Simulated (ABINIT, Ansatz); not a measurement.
# TiO2 (Rutile): G0W0 with ABINIT, start to end, part 2 of 3

How does a plane-wave GW calculation on TiO2 (Rutile) run from the first input to the gap?

ABINIT 10.8.3; PBE and many-body steps on it, plane waves. Known limits of the many-body steps: not at the basis limit; coarse k mesh.

So far. Step 2 (Ground state): The gap is direct, at Γ.

## Step 3: Bands along the symmetry lines

Level of this step: DFT, PBE, plane waves, norm-conserving pseudopotentials (ABINIT).

Levels along a band path, at the cheap level, show where the edges lie and whether the meshes to come will hold them.

Input file run.abi:

```
acell 3*1.0 Angstrom
rprim 
  4.592200000000 0.000000000000 0.000000000000
  0.000000000000 4.592200000000 0.000000000000
  0.000000000000 0.000000000000 2.957400000000
ntypat 2
znucl 22 8
natom 6
typat 1 1 2 2 2 2
xred 
  0.000000000000 0.000000000000 0.000000000000
  0.500000000000 0.500000000000 0.500000000000
  0.304960000000 0.304960000000 0.000000000000
  0.195040000000 0.804960000000 0.500000000000
  0.695040000000 0.695040000000 0.000000000000
  0.804960000000 0.195040000000 0.500000000000
pp_dirpath "pseudos"
pseudos "Ti.upf, O.upf"
ecut 38
iscf -2
irdden 1
kptopt 0
nkpt 75
kpt 
  0.00000000 0.00000000 0.00000000
  0.00000000 0.06250000 0.00000000
  0.00000000 0.12500000 0.00000000
  0.00000000 0.18750000 0.00000000
  0.00000000 0.25000000 0.00000000
  0.00000000 0.31250000 0.00000000
  0.00000000 0.37500000 0.00000000
  0.00000000 0.43750000 0.00000000
  0.00000000 0.50000000 0.00000000
  0.06250000 0.50000000 0.00000000
  0.12500000 0.50000000 0.00000000
  0.18750000 0.50000000 0.00000000
  0.25000000 0.50000000 0.00000000
  0.31250000 0.50000000 0.00000000
  0.37500000 0.50000000 0.00000000
  0.43750000 0.50000000 0.00000000
  0.50000000 0.50000000 0.00000000
  0.43750000 0.43750000 0.00000000
  0.37500000 0.37500000 0.00000000
  0.31250000 0.31250000 0.00000000
  0.25000000 0.25000000 0.00000000
  0.18750000 0.18750000 0.00000000
  0.12500000 0.12500000 0.00000000
  0.06250000 0.06250000 0.00000000
  0.00000000 0.00000000 0.00000000
  0.00000000 0.00000000 0.06250000
  0.00000000 0.00000000 0.12500000
  0.00000000 0.00000000 0.18750000
  0.00000000 0.00000000 0.25000000
  0.00000000 0.00000000 0.31250000
  0.00000000 0.00000000 0.37500000
  0.00000000 0.00000000 0.43750000
  0.00000000 0.00000000 0.50000000
  0.00000000 0.06250000 0.50000000
  0.00000000 0.12500000 0.50000000
  0.00000000 0.18750000 0.50000000
  0.00000000 0.25000000 0.50000000
  0.00000000 0.31250000 0.50000000
  0.00000000 0.37500000 0.50000000
  0.00000000 0.43750000 0.50000000
  0.00000000 0.50000000 0.50000000
  0.06250000 0.50000000 0.50000000
  0.12500000 0.50000000 0.50000000
  0.18750000 0.50000000 0.50000000
  0.25000000 0.50000000 0.50000000
  0.31250000 0.50000000 0.50000000
  0.37500000 0.50000000 0.50000000
  0.43750000 0.50000000 0.50000000
  0.50000000 0.50000000 0.50000000
  0.43750000 0.43750000 0.50000000
  0.37500000 0.37500000 0.50000000
  0.31250000 0.31250000 0.50000000
  0.25000000 0.25000000 0.50000000
  0.18750000 0.18750000 0.50000000
  0.12500000 0.12500000 0.50000000
  0.06250000 0.06250000 0.50000000
  0.00000000 0.00000000 0.50000000
  0.00000000 0.50000000 0.00000000
  0.00000000 0.50000000 0.06250000
  0.00000000 0.50000000 0.12500000
  0.00000000 0.50000000 0.18750000
  0.00000000 0.50000000 0.25000000
  0.00000000 0.50000000 0.31250000
  0.00000000 0.50000000 0.37500000
  0.00000000 0.50000000 0.43750000
  0.00000000 0.50000000 0.50000000
  0.50000000 0.50000000 0.00000000
  0.50000000 0.50000000 0.06250000
  0.50000000 0.50000000 0.12500000
  0.50000000 0.50000000 0.18750000
  0.50000000 0.50000000 0.25000000
  0.50000000 0.50000000 0.31250000
  0.50000000 0.50000000 0.37500000
  0.50000000 0.50000000 0.43750000
  0.50000000 0.50000000 0.50000000
istwfk *1
nband 31
nbdbuf 2
tolwfr 1e-08
nstep 40
prtwf 0
prtvol 0
indata_prefix "in"
outdata_prefix "out"
tmpdata_prefix "tmp"
```

Started as:

```bash
$ OMP_NUM_THREADS=1 mpirun -n 16 abinit run.abi > log
```

Numbers of over 12 decimals in the logs are rounded to 6 here.

What it wrote:

```text
.Version 10.8.3 of ABINIT. v10.8.2 released Aug 2026.

 Symmetries : space group P4_2/m n m (#136); Bravais tP (primitive tetrag.)
[... echo of the input left out ...]
== DATASET  1 ==================================================================
-   mpi_nproc: 16, omp_nthreads: 1 (-1 if OMP is not activated)

--- !DatasetInfo
iteration_state: {dtset: 1, }
dimensions: {natom: 6, nkpt: 75, mband: 31, nsppol: 1, nspinor: 1, nspden: 1, mpw: 4748, }
cutoff_energies: {ecut:  38.0, pawecutdg:  -1.0, }
electrons: {nelect:   4.80000000E+01, charge:   0.00000000E+00, occopt:   1.00000000E+00, tsmear:   1.00000000E-02, }

 Real(R)+Recip(G) space primitive vectors, cartesian coordinates (Bohr,Bohr^-1):
 R(1)=  8.6780003  0.0000000  0.0000000  G(1)=  0.1152339  0.0000000  0.0000000
 R(2)=  0.0000000  8.6780003  0.0000000  G(2)=  0.0000000  0.1152339  0.0000000
 R(3)=  0.0000000  0.0000000  5.5886760  G(3)=  0.0000000  0.0000000  0.1789333
 Unit cell volume ucvol=  4.2087028E+02 bohr^3
 Angles (23,13,12)=  9.00000000E+01  9.00000000E+01  9.00000000E+01 degrees

 getcut: wavevector=  0.0000  0.0000  0.0000  ngfft=  50  50  32
         ecut(hartree)=     38.000   => boxcut(ratio)=   2.06340

--- Pseudopotential description ------------------------------------------------
- Ti Generated using ONCVPSP code by D. R. Hamann
- 22.00000  12.00000  171031                  znucl, zion, pspdat
12 -101130 2 -1 1586                          pspcod,pspxc,lmax,lloc,mmax
     nproj     2     2     2
  pspatm : epsatm=   14.68144553
         --- l  ekb(1:nproj) -->
             0   11.362348    1.263639
             1    1.975402   -0.084666
             2   -5.186090   -1.477451
 pspatm: atomic psp has been read  and splines computed

- O Generated using ONCVPSP code by D. R. Hamann
-  8.00000   6.00000  171031                  znucl, zion, pspdat
12 -101130 2 -1 936                           pspcod,pspxc,lmax,lloc,mmax
     nproj     2     2     1
  pspatm : epsatm=    6.19545534
         --- l  ekb(1:nproj) -->
[...]
2   -1.331955
 pspatm: atomic psp has been read  and splines computed

--------------------------------------------------------------------------------

================================================================================
 prteigrs : about to open file out_EIG
 Non-SCF case, kpt    1 (  0.00000  0.00000  0.00000), residuals and eigenvalues=
  8.29E-09  3.18E-09  3.41E-09  7.01E-09  3.31E-09  6.77E-09  8.57E-09  3.54E-09
  9.68E-09  7.82E-09  5.37E-09  9.87E-09  7.39E-09  8.42E-09  4.75E-09  5.01E-09
  9.05E-09  4.53E-09  5.21E-09  5.86E-09  8.46E-09  4.20E-09  3.51E-09  9.65E-09
  5.38E-09  5.70E-09  6.20E-09  5.23E-09  7.16E-09  3.84E-06  4.05E-06
 -1.8817E+00 -1.8810E+00 -1.0120E+00 -1.0120E+00 -1.0059E+00 -1.0059E+00
 -1.0043E+00 -1.0031E+00 -4.5917E-01 -4.1623E-01 -3.8859E-01 -3.8859E-01
[...]
1.0795E-01  1.0795E-01  1.6119E-01  1.6119E-01  1.8313E-01  1.8313E-01
  3.0475E-01  3.0475E-01  3.2781E-01  3.2781E-01  3.2798E-01  3.2798E-01
  4.2766E-01

--- !ResultsGS
iteration_state: {dtset: 1, }
comment   : Summary of ground state results
lattice_vectors:
- [  8.6780003,   0.0000000,   0.0000000, ]
- [  0.0000000,   8.6780003,   0.0000000, ]
- [  0.0000000,   0.0000000,   5.5886760, ]
lattice_lengths: [   8.67800,    8.67800,    5.58868, ]
lattice_angles: [ 90.000,  90.000,  90.000, ] # degrees, (23, 13, 12)
lattice_volume:   4.2087028E+02
convergence: {deltae:  0.000E+00, res2:  0.000E+00, residm:  9.985E-09, diffor:  0.000E+00, }
etotal    :  -1.85209994E+02
entropy   :   0.00000000E+00
fermie    :   2.07992628E-01
cartesian_stress_tensor: null
pressure_GPa: null
xred      :
- [  0.0000E+00,   0.0000E+00,   0.0000E+00, Ti]
- [  5.0000E-01,   5.0000E-01,   5.0000E-01, Ti]
- [  3.0496E-01,   3.0496E-01,   0.0000E+00,  O]
- [  1.9504E-01,   8.0496E-01,   5.0000E-01,  O]
- [  6.9504E-01,   6.9504E-01,   0.0000E+00,  O]
- [  8.0496E-01,   1.9504E-01,   5.0000E-01,  O]
cartesian_forces: null
force_length_stats: {min: null, max: null, mean: null, }

 Integrated electronic density in atomic spheres:
 ------------------------------------------------
 Atom  Sphere_radius  Integrated_density
[...]
================================================================================

 ----iterations are completed or convergence reached----

 Mean square residual over all n,k,spin=   60.909E-10; max=  99.848E-10
 reduced coordinates (array xred) for    6 atoms
[...]
0.695040000000      0.695040000000      0.000000000000
       0.804960000000      0.195040000000      0.500000000000

 cartesian coordinates (angstrom) at end:
    1      0.000000     0.000000     0.000000
    2      2.296100     2.296100     1.478700
    3      1.400437     1.400437     0.000000
    4      0.895663     3.696537     1.478700
    5      3.191763     3.191763     0.000000
    6      3.696537     0.895663     1.478700
 length scales=  1.889726125908  1.889726125908  1.889726125908 bohr
              =  1.000000000000  1.000000000000  1.000000000000 angstroms
 prteigrs : about to open file out_EIG
 Eigenvalues (hartree) for nkpt=  75  k points:
 kpt#   1, nband= 31, wtk=  1.00000, kpt=  0.0000  0.0000  0.0000 (reduced coord)
[...]
kpt#   2, nband= 31, wtk=  1.00000, kpt=  0.0000  0.0625  0.0000 (reduced coord)
[...]
kpt#   3, nband= 31, wtk=  1.00000, kpt=  0.0000  0.1250  0.0000 (reduced coord)
[...]
kpt#  74, nband= 31, wtk=  1.00000, kpt=  0.5000  0.5000  0.4375 (reduced coord)
[...]
0.30686    0.30686    0.32641    0.32641    0.32704    0.32704    0.42911
 kpt#  75, nband= 31, wtk=  1.00000, kpt=  0.5000  0.5000  0.5000 (reduced coord)
[...]
-0.41133   -0.41133   -0.40073   -0.40073    0.03478    0.03478    0.04036    0.04036
   0.07823    0.07823    0.10795    0.10795    0.16119    0.16119    0.18313    0.18313
   0.30475    0.30475    0.32781    0.32781    0.32798    0.32798    0.42766

== END DATASET(S) ==============================================================
================================================================================

 -outvars: echo values of variables after computation  --------
            nband          31
             nkpt          75
          spgroup         136
 [... the other variables as echoed above ...]

 Calculation completed.
```

Run time: 45 s. Hardware: 16 MPI ranks of Arm Neoverse N1, shared host; peak memory 1.2 GiB; 12 min of CPU time.

This step gave:

- gap: 1.917 eV
- k of the valence top: 0, 0, 0
- k of the conduction bottom: 0, 0, 0
- least direct gap: 1.917 eV

The gap is 1.917 eV, as in the run before at this level.

The electronic bands at the labelled points (eV, zero at the top of the highest filled band):

```csv
point,band 21,band 22,band 23,band 24,band 25,band 26,band 27,band 28
Γ,-0.71,-0.45,-0.45,0.00,1.92,2.22,2.45,2.55
halfway,-1.43,-1.07,-0.82,-0.23,2.21,2.54,2.77,2.84
X,-1.64,-1.64,-0.74,-0.74,2.59,2.59,3.06,3.06
halfway,-1.48,-1.48,-1.08,-1.08,2.32,2.32,2.81,2.81
M,-1.31,-1.31,-1.06,-1.06,1.96,1.96,2.57,2.57
halfway,-1.73,-1.15,-1.12,-0.40,1.99,2.56,2.63,3.07
Γ,-0.71,-0.45,-0.45,0.00,1.92,2.22,2.45,2.55
halfway,-1.78,-1.48,-1.48,-0.46,2.27,2.60,2.87,3.18
Z,-2.35,-2.35,-1.42,-1.42,3.01,3.01,3.21,3.21
halfway,-1.78,-1.78,-1.61,-1.61,2.49,2.49,3.23,3.23
R,-2.04,-2.04,-1.03,-1.03,1.95,1.95,3.24,3.24
halfway,-1.52,-1.52,-0.88,-0.88,2.21,2.21,3.25,3.25
A,-1.27,-1.27,-0.68,-0.68,2.63,2.63,3.26,3.26
halfway,-1.83,-1.56,-1.38,-1.18,2.14,2.81,3.23,3.24
Z,-2.35,-2.35,-1.42,-1.42,3.01,3.01,3.21,3.21
jump to X,-1.64,-1.64,-0.74,-0.74,2.59,2.59,3.06,3.06
halfway,-1.97,-1.97,-0.85,-0.85,2.60,2.60,3.23,3.23
R,-2.04,-2.04,-1.03,-1.03,1.95,1.95,3.24,3.24
jump to M,-1.31,-1.31,-1.06,-1.06,1.96,1.96,2.57,2.57
halfway,-1.78,-1.78,-1.36,-1.36,2.73,2.73,2.93,2.93
A,-1.27,-1.27,-0.68,-0.68,2.63,2.63,3.26,3.26
```

## Step 4: Empty states on the mesh, 4×4×4 mesh, 318 bands

The sums over transitions need many empty states on a uniform mesh; this step solves for them.

Input file run.abi:

```
acell 3*1.0 Angstrom
rprim 
  4.592200000000 0.000000000000 0.000000000000
  0.000000000000 4.592200000000 0.000000000000
  0.000000000000 0.000000000000 2.957400000000
ntypat 2
znucl 22 8
natom 6
typat 1 1 2 2 2 2
xred 
  0.000000000000 0.000000000000 0.000000000000
  0.500000000000 0.500000000000 0.500000000000
  0.304960000000 0.304960000000 0.000000000000
  0.195040000000 0.804960000000 0.500000000000
  0.695040000000 0.695040000000 0.000000000000
  0.804960000000 0.195040000000 0.500000000000
pp_dirpath "pseudos"
pseudos "Ti.upf, O.upf"
ecut 38
ngkpt 4 4 4
nshiftk 1
shiftk 0 0 0
kptopt 1
chksymbreak 0
irdden 1
istwfk *1
nband 318
prtvol 0
optdriver 6
gwr_task "HDIAGO"
paral_kgb 0
occopt 1
indata_prefix "in"
outdata_prefix "out"
tmpdata_prefix "tmp"
```

What it wrote:

```text
[banner, memory and clock lines left out]
.Version 10.8.3 of ABINIT. v10.8.2 released Aug 2026.

 Symmetries : space group P4_2/m n m (#136); Bravais tP (primitive tetrag.)
[... echo of the input left out ...]
== DATASET  1 ==================================================================
-   mpi_nproc: 16, omp_nthreads: 1 (-1 if OMP is not activated)

--- !DatasetInfo
iteration_state: {dtset: 1, }
dimensions: {natom: 6, nkpt: 18, mband: 318, nsppol: 1, nspinor: 1, nspden: 1, mpw: 4748, }
cutoff_energies: {ecut:  38.0, pawecutdg:  -1.0, }
electrons: {nelect:   4.80000000E+01, charge:   0.00000000E+00, occopt:   1.00000000E+00, tsmear:   1.00000000E-02, }

.Using double precision arithmetic; gwpc =  8

- Reading GS density from: in_DEN

--- Pseudopotential description ------------------------------------------------
- Ti Generated using ONCVPSP code by D. R. Hamann
- 22.00000  12.00000  171031                  znucl, zion, pspdat
12 -101130 2 -1 1586                          pspcod,pspxc,lmax,lloc,mmax
     nproj     2     2     2
  pspatm : epsatm=   14.68144553
         --- l  ekb(1:nproj) -->
             0   11.362348    1.263639
             1    1.975402   -0.084666
             2   -5.186090   -1.477451
 pspatm: atomic psp has been read  and splines computed

- O Generated using ONCVPSP code by D. R. Hamann
-  8.00000   6.00000  171031                  znucl, zion, pspdat
12 -101130 2 -1 936                           pspcod,pspxc,lmax,lloc,mmax
     nproj     2     2     1
  pspatm : epsatm=    6.19545534
         --- l  ekb(1:nproj) -->
             0    6.056735    0.824024
             1   -4.717130   -1.149271
             2   -1.331955
 pspatm: atomic psp has been read  and splines computed

   2.59894620E+03                                ecore*ucvol(ha*bohr**3)

 Total charge density [el/Bohr^3]
)     Maximum=    1.3433E+00  at reduced coord.    0.0400    0.9800    0.9063
)     Minimum=    4.6373E-03  at reduced coord.    0.5000    0.0000    0.2500
   Integrated=    4.8000E+01

 === KS gaps after direct diagonalization ===
 Direct band gap semiconductor
 Fundamental gap:     1.917 (eV)
   VBM:     5.660 (eV) at k: [ 0.0000E+00,  0.0000E+00,  0.0000E+00]
   CBM:     7.576 (eV) at k: [ 0.0000E+00,  0.0000E+00,  0.0000E+00]
 Direct gap:         1.917 (eV) at k: [ 0.0000E+00,  0.0000E+00,  0.0000E+00]

== END DATASET(S) ==============================================================

 -outvars: echo values of variables after computation  --------
           etotal      0.0000000000E+00
            nband         318
             nkpt          18
          spgroup         136
 [... the other variables as echoed above ...]

 Calculation completed.
```

Elapsed: 4.7 min, on 16 MPI ranks; peak memory 20 GiB; 76 min of CPU time.

This step gave:

| Quantity | Value |
| --- | --- |
| gap | 1.917 eV |
| k of the valence top | 0, 0, 0 |
| k of the conduction bottom | 0, 0, 0 |
| least direct gap | 1.917 eV |
| k points computed | 18 |
| lowest point of the top converged band, above the valence top | 146.1334 eV |

On this mesh the gap is 1.917 eV.

## Step 5: Screening, 4×4×4 mesh, 310 bands, screening to 217.7 eV

The RPA dielectric matrix is built and inverted for each q.

This step: RPA screening on PBE, plane waves, norm-conserving pseudopotentials.

run.abi: that of step 4 with these lines changed.

```diff
@@ -24,10 +24,11 @@
 chksymbreak 0
-irdden 1
 istwfk *1
-nband 318
-prtvol 0
-optdriver 6
-gwr_task "HDIAGO"
-paral_kgb 0
 occopt 1
+irdwfk 1
+optdriver 3
+nband 310
+ecuteps 8
+inclvkb 2
+awtr 1
+symchi 1
 indata_prefix "in"
```

What it wrote:

```text
.Version 10.8.3 of ABINIT. v10.8.2 released Aug 2026.

 Symmetries : space group P4_2/m n m (#136); Bravais tP (primitive tetrag.)
[... echo of the input left out ...]
== DATASET  1 ==================================================================
-   mpi_nproc: 16, omp_nthreads: 1 (-1 if OMP is not activated)

--- !DatasetInfo
iteration_state: {dtset: 1, }
dimensions: {natom: 6, nkpt: 18, mband: 310, nsppol: 1, nspinor: 1, nspden: 1, mpw: 4748, }
cutoff_energies: {ecut:  38.0, pawecutdg:  -1.0, }
electrons: {nelect:   4.80000000E+01, charge:   0.00000000E+00, occopt:   1.00000000E+00, tsmear:   1.00000000E-02, }

 SCREENING: Calculation of the susceptibility and dielectric matrices

 Based on a program developped by R.W. Godby, V. Olevano, G. Onida, and L. Reining.
 Incorporated in ABINIT by V. Olevano, G.-M. Rignanese, and M. Torrent.
.Using double precision arithmetic ; gwpc =  8

[... cell and pseudopotentials left out ...]
--------------------------------------------------------------------------------

 ==== K-mesh for the wavefunctions ====
 Number of points in the irreducible wedge :    18
[... list of points left out ...]
 Together with 16 symmetry operations and time-reversal symmetry
 yields    64 points in the full Brillouin Zone.

 ==== Q-mesh for the screening function ====
 Number of points in the irreducible wedge :    18
[... list of points left out ...]
 Together with 16 symmetry operations and time-reversal symmetry
 yields    64 points in the full Brillouin Zone.

 setmesh: FFT mesh size selected  =    36x   36x   24
          total number of points  =        31104

 vcoul_init : cutoff-mode = AUXILIARY_FUNCTION
 q-points for optical limit:   1
     1)      0.000010    0.000020    0.000030

- screening: taking advantage of time-reversal symmetry
- Maximum band index for partially occupied states nbvw = 24
- Remaining bands to be divided among processors   nbcw = 286
- Number of bands treated by each node ~17

 Number of electrons calculated from density =   48.0000; Expected =   48.0000
 average of density, n =  0.114049
 r_s =    1.2792
 omega_plasma =   32.5763 [eV]

 calculating chi0 at frequencies [eV] :
  1    0.000000E+00    0.000000E+00
  2    0.000000E+00    3.257632E+01

--------------------------------------------------------------------------------
  q-point number  1        q = ( 0.000000, 0.000000, 0.000000) [r.l.u.]
--------------------------------------------------------------------------------
[... chi0 elements left out ...]
 For q-point:  0.000010 0.000020 0.000030
  dielectric constant =   8.5328
  dielectric constant without local fields =   8.9771

  Average fulfillment of the sum rule on Im[epsilon] for q-point    1 :     79.66  [%]
[... wings left out ...]
  q-point number  2        q = ( 0.250000, 0.000000, 0.000000) [r.l.u.]
--------------------------------------------------------------------------------
[... chi0 elements left out ...]
  Average fulfillment of the sum rule on Im[epsilon] for q-point    2 :     85.30  [%]

 [... 16 further q-points ...]
```

It took 15 min on 16 MPI ranks; peak memory 8.6 GiB.

This step gave:

```
ε∞ with local fields, on this mesh, along the program's q direction : 8.533
the same without local fields                                       : 8.977
plasma frequency                                                    : 32.58 eV
plane waves in the screening matrix                                 : 463
```

Local fields lower ε∞ by 5 %. On a Γ-centred mesh this coarse the value itself is usually too large, while a short band sum pulls it down.

[end of part 2 of 3]

[Paths, hosts, dates, memory and timing lines, banners, echoed tables and standing remarks are left out of the program output.]

[Logs are printed without paths, hosts, clocks, repeated set-up lines and the standing remarks that a program may print on its own settings, such as how far it seeks lower states.]

[Runs of the session that timed out or met a known fault of the program may be left out.]

[Hosts, paths, dates, database ids (printed as entryN), source tags and the programs' standing remarks are cut or masked in the printed files.]

[G0W0 gaps are taken among the corrected bands and points alone; a level outside them can change the order at an edge.]

[Where Ansatz stands beside ABINIT at settings called matched, ABINIT's density can come from a denser mesh and the files from another edition; pairs whose starting gaps differed by over 0.03 eV were left out, so agreement reads better than it is.]
